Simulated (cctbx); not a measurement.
## Accept or mend?

Cell a = 6.1650 Å, b = 18.9060 Å, c = 10.5580 Å, α = 90.00°, β = 90.00°, γ = 90.00°; space group Pbca (no. 61). The compound is Na4TlFeO4.

Simulated single-crystal data (cctbx): Mo Kα, λ = 0.71073 Å, to d = 0.75 Å, 95 % of the full sphere, strongest reflection 40000 counts, noise from counting, a 6 % proportional error and a noise floor of 8 counts (s.d.); no absorption.

An anisotropic refinement with weights 1/σ² prints:

```text
Rint 0.048, 1521 unique reflections to 0.75 A
cycle     R1     wR2    GooF  max shift (A)
   1  0.0593  0.1963   5.992   0.02789
   6  0.0148  0.0412   1.258   0.00030
final R1 0.0148 wR2 0.0412 GooF 1.258  parameters 90  data/parameter 16.9
atom        x        y        z      Ueq    occ   su(xyz)  su(Uiso or U11)
Tl1    0.60107  0.32761  0.82610   0.0165  1.000  0.00002  0.0001
Fe1    0.67377  0.62601  0.96109   0.0228  1.000  0.00008  0.0002
Na1    0.61313  0.25037  0.58296   0.0275  1.000  0.00024  0.0009
Na2    0.58428  0.00090  0.66131   0.0449  1.000  0.00035  0.0014
Na3    0.58006  0.63810  0.69935   0.0463  1.000  0.00031  0.0011
Na4    0.57989  0.93200  0.92533   0.0652  1.000  0.00041  0.0017
O1     0.63806  0.12048  0.55162   0.0237  1.000  0.00038  0.0010
O2     0.75794  0.87450  0.63284   0.0592  1.000  0.00062  0.0020
O3     0.70217  0.04099  0.86581   0.0531  1.000  0.00061  0.0019
O4     0.75588  0.71053  0.87372   0.0389  1.000  0.00049  0.0017
difference map: max 1.05 min -0.77 rms 0.18
Q1    0.1143  0.6201  0.5072    8    1.08  0.51 A from Fe1
Q2    0.2571  0.1289  0.5368    8    1.02  0.43 A from Fe1
Q3    0.9982  0.0434  0.8388    8    0.60  0.96 A from Na2
Q4    0.2153  0.7039  0.6824    8    0.59  0.66 A from O4
Q5    0.1127  0.6923  0.4162    8    0.55  1.63 A from O2
Q6    0.1261  0.0998  0.0445    8    0.54  1.09 A from O1
```

Q: Accept it or mend it, and why?

Mend it. The fault: anomalous dispersion left out. Against the right model at the same level, R1 goes from 0.0120 to 0.0148 and GooF from 0.93 to 1.26. No atom is wrong: without f′ and f″ the atoms near an edge get the wrong scattering power, which U and the scale absorb. The signs are weak, and the output alone doesn't single this fault out.

The compound is Na4TlFeO4. The right model at the same level gives:

```text
Rint 0.048, 1521 unique reflections to 0.75 A
cycle     R1     wR2    GooF  max shift (A)
   1  0.0554  0.1888   5.762   0.02625
   5  0.0120  0.0304   0.929   0.00048
final R1 0.0120 wR2 0.0304 GooF 0.929  parameters 90  data/parameter 16.9
atom        x        y        z      Ueq    occ   su(xyz)  su(Uiso or U11)
Tl1    0.60109  0.32761  0.82610   0.0157  1.000  0.00001  0.0001
Fe1    0.67371  0.62601  0.96110   0.0257  1.000  0.00006  0.0002
Na1    0.61289  0.25037  0.58272   0.0288  1.000  0.00018  0.0006
Na2    0.58487  0.00095  0.66158   0.0459  1.000  0.00025  0.0010
Na3    0.58024  0.63800  0.69928   0.0475  1.000  0.00023  0.0008
Na4    0.57985  0.93211  0.92534   0.0677  1.000  0.00030  0.0013
O1     0.63771  0.12045  0.55193   0.0250  1.000  0.00028  0.0007
O2     0.75703  0.87460  0.63239   0.0605  1.000  0.00046  0.0016
O3     0.70273  0.04107  0.86680   0.0558  1.000  0.00045  0.0015
O4     0.75593  0.71065  0.87422   0.0406  1.000  0.00036  0.0012
difference map: max 0.48 min -0.56 rms 0.14
Q1    0.1038  0.6296  0.1746    8    0.50  1.58 A from Na4
Q2    0.1122  0.1724  0.3079    8    0.50  1.36 A from O2
Q3    0.1316  0.1146  0.6092    8    0.50  1.43 A from Fe1
Q4    0.2148  0.7014  0.6838    8    0.47  0.69 A from O4
Q5    0.9981  0.1192  0.3219    8    0.47  1.54 A from Na4
Q6    0.1222  0.1158  0.6764    8    0.47  1.34 A from Na3
```

Isotropic U is held between 0.0001 and 1 Å² by the program, and listed peak heights are interpolated, so they can pass the grid's maximum.

The model was made for the exercise: a known structure type with other elements put in, its volume estimated, not relaxed; displacement parameters are assumed.

[Middle refinement cycles are left out of these outputs.]

[Logs are printed without paths, hosts, clocks, repeated set-up lines and the standing remarks that a program may print on its own settings, such as how far it seeks lower states.]
